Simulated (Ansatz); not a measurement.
**The perfect C wire along [111], 14 atoms a period, H-terminated**

Aim: is the C wire along [111], 14 atoms a period, H-terminated a metal or a semiconductor?

Main program and level: Ansatz 0.2.0; DFT PBE, plane waves, PAW; relaxation of a wire's period, in the first sound run; inputs show where later runs differ.

Report form: the programs' logs are mostly left out.

## (1) The structure

The cell holds 32 atoms: 14 C and 18 H. Its edges and angles: a = 11.153 Å, b = 11.827 Å, c = 6.183 Å, α = 90.0°, β = 90.0°, γ = 90.0°. Vacuum lies along a and b. The structure's axis is c.

## (2) Relaxation of atoms and period

Band widths follow the bond lengths, so the wire is relaxed first. The atoms and the third cell vector are free; the box across stays fixed as vacuum. A Fermi-Dirac smearing is set since the result may be a metal. The pressure printed is a third of the stress's trace over the whole box, vacuum included; only the stress along the axis is relaxed.

input.yaml reads:

```yaml
crystal:
  lattice:
    - [11.153, 0.0, 0.0]
    - [0.0, 11.827, 0.0]
    - [0.0, 0.0, 6.183421383]
  atoms:
    - { symbol: C, position: [0.500014505, 0.499990913, 0.0] }
    - { symbol: C, position: [0.500014505, 0.499990913, 0.25] }
    - { symbol: H, position: [0.304850713, 0.483017028, 0.272956835] }
    - { symbol: H, position: [0.386844452, 0.349093024, 0.272956835] }
    - { symbol: H, position: [0.418020766, 0.667862686, 0.272956835] }
    - { symbol: H, position: [0.582008244, 0.667862686, 0.272956835] }
    - { symbol: H, position: [0.613184558, 0.349093024, 0.272956835] }
    - { symbol: H, position: [0.695178297, 0.483017028, 0.272956835] }
[... 20 atom lines left out ...]
    - { symbol: H, position: [0.418020766, 0.33211914, 0.977043165] }
    - { symbol: H, position: [0.582008244, 0.33211914, 0.977043165] }
    - { symbol: H, position: [0.613184558, 0.650888801, 0.977043165] }
    - { symbol: H, position: [0.695178297, 0.516964797, 0.977043165] }
kpoints:
  mp_grid: { grid: [1, 1, 13] }
scf:
  occupations: { method: fermi_dirac, width: 0.05 }
hamiltonian:
  xc: pbe
relax:
  cell: { fix: [a, b, alpha, beta, gamma] }
  max_steps: 60
```

The run is started by

```sh
$ ansatz run input.yaml --threads 8 --pin off --max-ram 16384MiB --backend cpu --events-out ev --progress --plain --runs-dir out
```

Wall time 29 s (8 threads of Intel Xeon Platinum 8488C (Sapphire Rapids), shared host); peak memory 2.3 GiB; 3.5 min of CPU time.

Relaxation path:

```tsv
step	energy less that of the first step (eV)	largest force component (eV/Å)	pressure (GPa)	volume (Å³)
1	0.0000	0.6354	-0.59	815.63
2	-0.2859	0.9982	-0.30	850.29
3	-0.3908	0.2695	-0.19	840.13
4	-0.3965	0.1270	-0.07	838.43
5	-0.3971	0.0365	-0.01	838.32
6	-0.3974	0.0022	-0.01	838.35
7*	-0.4229	0.0075	0.03	838.35
8	-0.4224	0.0029	0.00	839.14
9*	-0.4231	0.0030	0.00	839.14
```

Relaxation steps marked * repeat the geometry before them on a plane-wave basis chosen anew for their cell, so energy and pressure can jump there.

The run keeps the 4 symmetry operations that it works with, so distortions that break them were not tested.

```tsv
cell as run	before	after	change
c (Å)	6.183	6.362	+2.9 %
```

The atoms that moved most (Å, along periodic axes as changes of fractional coordinates times the final cell, across vacuum about the mean position):

```tsv
atom	dx	dy	dz	length
H30	-0.031	-0.006	-0.074	0.080
H29	0.031	-0.006	-0.074	0.080
H6	-0.031	0.006	0.074	0.080
H5	0.031	0.006	0.074	0.080
H27	0.010	0.029	-0.074	0.080
H32	-0.010	0.029	-0.074	0.080
H3	0.010	-0.029	0.074	0.080
H8	-0.010	-0.029	0.074	0.080
```

This step gave:

```
cell length along the wire : 6.362 Å
```

The cell's length comes to 6.362 Å with spin left out.

## (3) The perfect wire

This step: DFT PBE, plane waves, PAW; channels and complex bands of a perfect wire (Ansatz 0.2.0).

At the relaxed period the Bloch states of the perfect wire are found at each energy: those that move forward count the open channels, and those that decay describe how a disturbance dies away inside the wire itself. An energy step of 0.035 eV is under the 0.039 eV that the program asks for its thermal average at 300 K.

input.yaml reads:

```yaml
crystal:
  lattice:
    - [11.153, 0.0, 0.0]
    - [0.0, 11.827, 0.0]
    - [0.0, 0.0, 6.3616304099]
  atoms:
    - { symbol: C, position: [0.500014505, 0.500000692, 0.000128335] }
    - { symbol: C, position: [0.500014505, 0.499999308, 0.249871665] }
    - { symbol: H, position: [0.305782656, 0.480557017, 0.284630526] }
    - { symbol: H, position: [0.385031647, 0.35110351, 0.284617084] }
    - { symbol: H, position: [0.420760012, 0.668348737, 0.284626885] }
    - { symbol: H, position: [0.579268998, 0.668348737, 0.284626885] }
    - { symbol: H, position: [0.614997363, 0.35110351, 0.284617084] }
    - { symbol: H, position: [0.694246354, 0.480557017, 0.284630526] }
[... 20 atom lines left out ...]
    - { symbol: H, position: [0.420760012, 0.331651263, 0.965373115] }
    - { symbol: H, position: [0.579268998, 0.331651263, 0.965373115] }
    - { symbol: H, position: [0.614997363, 0.64889649, 0.965382916] }
    - { symbol: H, position: [0.694246354, 0.519442983, 0.965369474] }
kpoints:
  mp_grid: { grid: [1, 1, 13] }
  band_path: { path: ["Γ", Z], npoints: 50 }
scf:
  occupations: { method: fermi_dirac, width: 0.05 }
hamiltonian:
  xc: pbe
output:
  transmission:
    e_range: [-2, 2]
    de: 0.035
    kmesh: [1, 1]
    reduced_basis: true
    leads: [[0, 0]]
  dos: { e_range: [-5, 4] }
  write_potential: true
  write_density: true
  volumetric_format: npy
  elf: true
```

Elapsed: 6.5 min, on 8 threads; peak memory 3.2 GiB; 28 min of CPU time.

This step gave:

* channels at the energy nearest the Fermi level, one spin: 0
* slowest decay in the lead at the energy nearest the Fermi level: 0.5102 Å⁻¹
* band gap: 4.766 eV

The open channels of the lead, one spin stays at 0 for energy from -2 to 1.99 eV.

The slowest values at each energy, most degenerate partners merged, listed up to 1.5 1/Å. Table of Im kz of the slowest decaying states by energy, zero at the Fermi level:

```tsv
energy (eV)	decay 1 (Å⁻¹)	decay 2 (Å⁻¹)	decay 3 (Å⁻¹)	decay 4 (Å⁻¹)
-2.000	0.265	0.397	0.397	0.437
-1.790	0.329	0.423	0.423	0.462
-1.615	0.374	0.440	0.440	0.480
-1.405	0.421	0.457	0.457	0.499
-1.195	0.461	0.470	0.470	0.515
-0.985	0.481	0.481	0.497	0.529
-0.810	0.488	0.488	0.524	0.539
-0.600	0.496	0.496	0.550	0.553
-0.390	0.502	0.502	0.559	0.580
-0.215	0.506	0.506	0.566	0.602
-0.005	0.510	0.510	0.573	0.604
0.205	0.513	0.513	0.578	0.595
0.415	0.515	0.515	0.583	0.586
0.590	0.516	0.516	0.578	0.586
0.800	0.516	0.516	0.569	0.588
1.010	0.515	0.515	0.560	0.590
1.185	0.513	0.514	0.553	0.590
1.395	0.510	0.511	0.544	0.560
1.605	0.506	0.508	0.526	0.535
1.815	0.486	0.501	0.503	0.527
```

Electronic bands along the path, in eV, zero at the Fermi level:

```tsv
point	band 34	band 35	band 36	band 37	band 38	band 39	band 40	band 41
Γ	-3.78	-2.57	-2.57	-2.38	2.39	3.23	3.30	3.45
halfway	-3.45	-2.70	-2.64	-2.64	2.56	3.42	3.54	3.66
Z	-2.97	-2.97	-2.89	-2.89	3.05	3.21	4.01	4.07
```

Valence density in the cb plane at fractional x = 0.500, with atoms of C and H within 0.2 Å of it. It is the smooth field of the valence electrons, not physical close to the nuclei.

Ten even steps from '_' (0.0 e/Å³) to '@' (1.8 e/Å³), each cell a mean:
```
____________________________________
____________________________________
____________________________________
____________________________________
____________________________________
______________________..____________
__________________..--##==..________
________::====--::--##@@++..________
______..==%%@@%%##%%@@@@++..________
..____..==%%@@%%**##%%%%==..____....
==----==##%%**--::::----::..__..--==
@@%%##%%@@@@++..______..______..==%%
@@##++**####==..____......__..::++@@
++::....::--::..__..--++++==--==##%%
==..______________..==%%@@@@%%@@@@@@
--..______________..==@@@@##++**%%##
..________________..++@@**::....::::
____________________::==::__________
____________________________________
____________________________________
____________________________________
____________________________________
____________________________________
____________________________________
```
Columns run along c (6.4 Å), rows up along b (11.8 Å). Atoms in or near the plane, at fractional coordinates: C at (0.00, 0.50), C at (0.25, 0.50), C at (0.34, 0.62), C at (0.58, 0.62), H at (0.61, 0.29), H at (0.64, 0.71), C at (0.67, 0.38), C at (0.91, 0.38).

Electrostatic potential energy in the cb plane at fractional x = 0.500, with atoms of C and H within 0.2 Å of it. With pseudopotentials it is smooth inside the atoms' cores, unlike the true potential.

Ten even steps from '_' (-62 eV) to '@' (2 eV), each cell a mean:
```
@@@@@@@@@@@@@@@@@@@@@@@@@@@@@@@@@@@@
@@@@@@@@@@@@@@@@@@@@@@@@@@@@@@@@@@@@
@@@@@@@@@@@@@@@@@@@@@@@@@@@@@@@@@@@@
@@@@@@@@@@@@@@@@@@@@@@@@@@@@@@@@@@@@
@@@@@@@@@@@@@@@@@@@@@@@@@@@@@@@@@@@@
@@@@@@@@@@@@@@@@@@@@@@@@@@@@@@@@@@@@
@@@@@@@@@@@@@@@@@@@@%%--++@@@@@@@@@@
@@@@@@@@@@##**%%@@%%**==##@@@@@@@@@@
@@@@@@@@##..__::##--__..**@@@@@@@@@@
@@@@@@@@##::..--##==..::**@@@@@@@@@@
**##%%%%++**##%%@@%%%%%%@@@@@@@@%%**
__--##--__..**@@@@@@@@@@@@@@@@@@**..
..++##++..::##@@@@@@@@@@@@@@@@@@##--
##%%@@@@%%%%@@@@@@@@%%**++##%%##++**
##@@@@@@@@@@@@@@@@@@**..__::**::____
%%@@@@@@@@@@@@@@@@@@##--..++##==::--
@@@@@@@@@@@@@@@@@@@@**--##@@@@@@%%@@
@@@@@@@@@@@@@@@@@@@@##**%%@@@@@@@@@@
@@@@@@@@@@@@@@@@@@@@@@@@@@@@@@@@@@@@
@@@@@@@@@@@@@@@@@@@@@@@@@@@@@@@@@@@@
@@@@@@@@@@@@@@@@@@@@@@@@@@@@@@@@@@@@
@@@@@@@@@@@@@@@@@@@@@@@@@@@@@@@@@@@@
@@@@@@@@@@@@@@@@@@@@@@@@@@@@@@@@@@@@
@@@@@@@@@@@@@@@@@@@@@@@@@@@@@@@@@@@@
```
Columns run along c (6.4 Å; values clipped at the 3rd and 97th percentile), rows up along b (11.8 Å). Atoms in or near the plane, at fractional coordinates: C at (0.00, 0.50), C at (0.25, 0.50), C at (0.34, 0.62), C at (0.58, 0.62), H at (0.61, 0.29), H at (0.64, 0.71), C at (0.67, 0.38), C at (0.91, 0.38).

ELF in the cb plane at fractional x = 0.500, with atoms of C and H within 0.2 Å of it. It is the smooth field of the valence electrons, not physical close to the nuclei.

Values in units of 1e-1, 13 rows by 16 columns, each cell a mean:
```
 0.0  0.0  0.0  0.0  0.0  0.0  0.0  0.0  0.0  0.0  0.0  0.0  0.0  0.0  0.0  0.0
 0.0  0.0  0.0  0.0  0.0  0.0  0.0  0.0  0.2  1.4  2.7  2.2  0.8  0.1  0.0  0.0
 0.0  0.0  0.1  0.2  0.3  0.2  0.1  0.1  2.6  8.0  9.3  8.9  5.5  0.7  0.1  0.0
 0.1  0.1  0.6  2.2  3.5  3.3  1.9  1.5  5.7  9.7 10.0  9.9  7.3  0.8  0.1  0.1
 0.3  0.1  1.0  4.3  5.5  2.9  4.7  8.0  6.5  4.1  6.3  6.2  2.0  0.2  0.3  0.4
 3.6  3.6  4.0  6.0  8.0  7.2  5.8  5.5  4.6  3.7  4.8  3.1  0.7  0.7  2.8  4.2
 2.7  7.5  8.7  4.5  2.5  5.3  3.2  0.5  0.4  1.0  1.2  0.8  0.5  1.7  5.4  4.6
 7.1  3.7  2.1  2.4  3.1  2.7  1.0  0.4  2.0  5.0  3.9  3.8  6.9  6.8  5.0  6.7
 5.5  2.5  0.3  0.1  0.3  0.3  0.1  1.0  5.6  8.0  7.0  5.9  6.8  6.1  3.7  5.0
 2.1  1.0  0.2  0.0  0.1  0.1  0.2  3.7  9.5 10.0  9.9  8.6  2.1  0.8  1.7  2.5
 0.1  0.1  0.0  0.0  0.0  0.0  0.1  1.9  6.5  8.4  7.9  4.3  0.4  0.0  0.1  0.1
 0.0  0.0  0.0  0.0  0.0  0.0  0.0  0.2  0.8  1.4  1.2  0.3  0.0  0.0  0.0  0.0
 0.0  0.0  0.0  0.0  0.0  0.0  0.0  0.0  0.0  0.0  0.0  0.0  0.0  0.0  0.0  0.0
```
Columns run along c (6.4 Å), rows up along b (11.8 Å). Atoms in or near the plane, at fractional coordinates: C at (0.00, 0.50), C at (0.25, 0.50), C at (0.34, 0.62), C at (0.58, 0.62), H at (0.61, 0.29), H at (0.64, 0.71), C at (0.67, 0.38), C at (0.91, 0.38).

By hand: a barrier of this wire, of length L, would pass T ∝ exp(−2κL) at this energy; with κ = 0.510 Å⁻¹ one decade takes ln 10 / (2κ) = 2.26 Å.

At the computed energy nearest the Fermi level there are 0 channels a spin; the gap is 4.77 eV.

## (4) Levels at the same atoms, level LDA, cutoff 420 eV

This step: DFT LDA, plane waves, PAW; bands of a perfect wire at the PBE geometry (Ansatz 0.2.0).

The atoms stay at the PBE geometry and the functional changes. At fixed atoms LDA and the gradient-corrected functionals usually give like bands; this run checks that. Against the first PBE run of this kind, the mesh along the wire has 10 points against 13.

input.yaml, as its differences from that of step 3:

```diff
@@ -39,3 +39,3 @@
 kpoints:
-  mp_grid: { grid: [1, 1, 13] }
+  mp_grid: { grid: [1, 1, 10] }
   band_path: { path: ["Γ", Z], npoints: 50 }
@@ -44,14 +44,2 @@
 hamiltonian:
-  xc: pbe
-output:
-  transmission:
-    e_range: [-2, 2]
-    de: 0.035
-    kmesh: [1, 1]
-    reduced_basis: true
-    leads: [[0, 0]]
-  dos: { e_range: [-5, 4] }
-  write_potential: true
-  write_density: true
-  volumetric_format: npy
-  elf: true
+  xc: lda
```

The job ended after 18 s (8 threads; peak memory 3.1 GiB; 2.2 min of CPU time).

This step gave:

```
band gap : 4.896 eV
```

Electronic bands along the path, in eV, zero at the Fermi level:

```tsv
point	band 34	band 35	band 36	band 37	band 38	band 39	band 40	band 41
Γ	-3.81	-2.57	-2.57	-2.45	2.45	3.31	3.34	3.47
halfway	-3.46	-2.76	-2.63	-2.63	2.61	3.48	3.59	3.68
Z	-2.97	-2.97	-2.89	-2.89	3.07	3.24	4.03	4.12
```

The gap is 4.90 eV, against 4.77 eV under PBE at the relaxed period.

## (5) Another level of theory, level PBEsol, cutoff 420 eV

This step: DFT PBEsol, plane waves, PAW; bands of a perfect wire at the PBE geometry (Ansatz 0.2.0).

input.yaml, as its differences from that of step 4:

```diff
@@ -44,2 +44,2 @@
 hamiltonian:
-  xc: lda
+  xc: pbesol
```

Wall time 13 s (8 threads); peak memory 3.1 GiB; 1.7 min of CPU time.

The gap is 4.82 eV, against 4.77 eV under PBE at the relaxed period.

## (6) Levels at the same atoms, level r2SCAN, cutoff 500 eV

This step: DFT r2SCAN, plane waves, PAW; bands of a perfect wire at the PBE geometry (Ansatz 0.2.0).

The atoms stay at the PBE geometry and the functional changes. r2SCAN also reads the kinetic-energy density; it often gives larger moments and wider gaps than PBE, at a higher cost. Against the first PBE run of this kind, the cutoff is 500 eV against 420 and the mesh along the wire has 10 points against 13.

input.yaml, as its differences from that of step 5:

```diff
@@ -44,2 +44,2 @@
 hamiltonian:
-  xc: pbesol
+  xc: r2scan
```

The job ended after 30 s (8 threads; peak memory 4.9 GiB).

The electronic bands at the labelled points (eV, zero at the Fermi level):

```tsv
point	band 34	band 35	band 36	band 37	band 38	band 39	band 40	band 41
Γ	-4.23	-2.96	-2.96	-2.71	2.73	3.61	3.72	3.86
halfway	-3.88	-3.06	-3.03	-3.03	2.90	3.81	3.96	4.08
Z	-3.38	-3.38	-3.29	-3.29	3.42	3.54	4.37	4.51
```

The gap is 5.44 eV, against 4.77 eV under PBE at the relaxed period.

## (7) The series together

Times are for 8 threads of Intel Xeon Platinum 8488C (Sapphire Rapids), shared host. Results by setting:

```tsv
no.	level	band gap (eV)	time	memory (GiB)
1	LDA	4.896	18 s	3.1
2	PBEsol	4.819	13 s	3.1
3	r2SCAN	5.444	30 s	4.9
```

## (8) At a strained period, period over the relaxed period 0.94, k-mesh 1×1×11

This step: DFT PBE, plane waves, PAW; relaxation at a fixed period (Ansatz 0.2.0).

The period is set to 0.94 times the relaxed one and the atoms relax within it: strain changes bond lengths and angles, which shifts the bands against each other. Against the first PBE run of this kind, the mesh along the wire has 11 points against 13.

The cell differs from the one that the last finished run ended in (c 6.362 → 5.980 Å).

input.yaml, as its differences from that of step 6:

```diff
@@ -4,3 +4,3 @@
     - [0.0, 11.827, 0.0]
-    - [0.0, 0.0, 6.3616304099]
+    - [0.0, 0.0, 5.9799325853]
   atoms:
@@ -39,3 +39,3 @@
 kpoints:
-  mp_grid: { grid: [1, 1, 10] }
+  mp_grid: { grid: [1, 1, 11] }
   band_path: { path: ["Γ", Z], npoints: 50 }
@@ -44,2 +44,7 @@
 hamiltonian:
-  xc: r2scan
+  xc: pbe
+relax:
+  max_steps: 40
+  f_tol: 0.02
+output:
+  stress: true
```

It took 24 s on 8 threads; peak memory 3 GiB; 3 min of CPU time.

Relaxation path:

```tsv
step	energy less that of the first step (eV)	largest force component (eV/Å)
1	0.0000	1.6787
2	-0.4003	0.6877
3	-0.4464	0.1481
4	-0.4482	0.0334
5	-0.4484	0.0099
```

The run keeps the 4 symmetry operations that it works with, so distortions that break them were not tested.

The atoms that moved most (Å):

```tsv
atom	dx	dy	dz	length
H19	0.000	-0.001	0.080	0.080
H16	0.000	0.001	-0.080	0.080
H17	-0.001	-0.001	-0.080	0.080
H15	0.001	-0.001	-0.080	0.080
H18	0.001	0.001	0.080	0.080
H20	-0.001	0.001	0.080	0.080
H4	-0.005	-0.003	-0.065	0.065
H7	0.005	-0.003	-0.065	0.065
```

The relaxed structure:

```xyz
32
Lattice="11.1530 0.0000 0.0000 0.0000 11.8270 0.0000 0.0000 0.0000 5.9799" Properties=species:S:1:pos:R:3
C     5.5767    5.9135   -0.0034
C     5.5767    5.9135    1.4984
H     3.4057    5.6809    1.6369
H     4.2895    4.1498    1.6367
H     4.6928    7.9100    1.6368
H     6.4606    7.9100    1.6368
H     6.8638    4.1498    1.6367
H     7.7476    5.6809    1.6369
C     4.3137    5.1844    2.0009
C     5.5767    7.3718    2.0009
C     6.8396    5.1844    2.0009
C     4.3187    5.1872    3.4931
C     5.5767    7.3660    3.4932
C     6.8346    5.1872    3.4931
H     3.4274    7.1543    3.5801
H     5.5767    3.4318    3.5800
H     7.7259    7.1543    3.5801
H     3.4274    4.6727    3.8948
H     5.5767    8.3952    3.8949
H     7.7259    4.6727    3.8948
C     4.3187    6.6398    3.9818
C     5.5767    4.4610    3.9817
C     6.8346    6.6398    3.9818
C     4.3137    6.6426    5.4740
C     5.5767    4.4552    5.4740
C     6.8396    6.6426    5.4740
H     3.4057    6.1461    5.8381
H     4.2895    7.6772    5.8382
H     4.6928    3.9170    5.8381
H     6.4606    3.9170    5.8381
H     6.8638    7.6772    5.8382
H     7.7476    6.1461    5.8381
```

Numbers from this step:

| Property | Result |
| --- | --- |
| band gap | 4.700 eV |

(Continued in part 2 of 2.)

[Logs are printed without paths, hosts, clocks, repeated set-up lines and the standing remarks that a program may print on its own settings, such as how far it seeks lower states.]

[Hosts, paths, dates, database ids (printed as entryN), source tags and the programs' standing remarks are cut or masked in the printed files.]
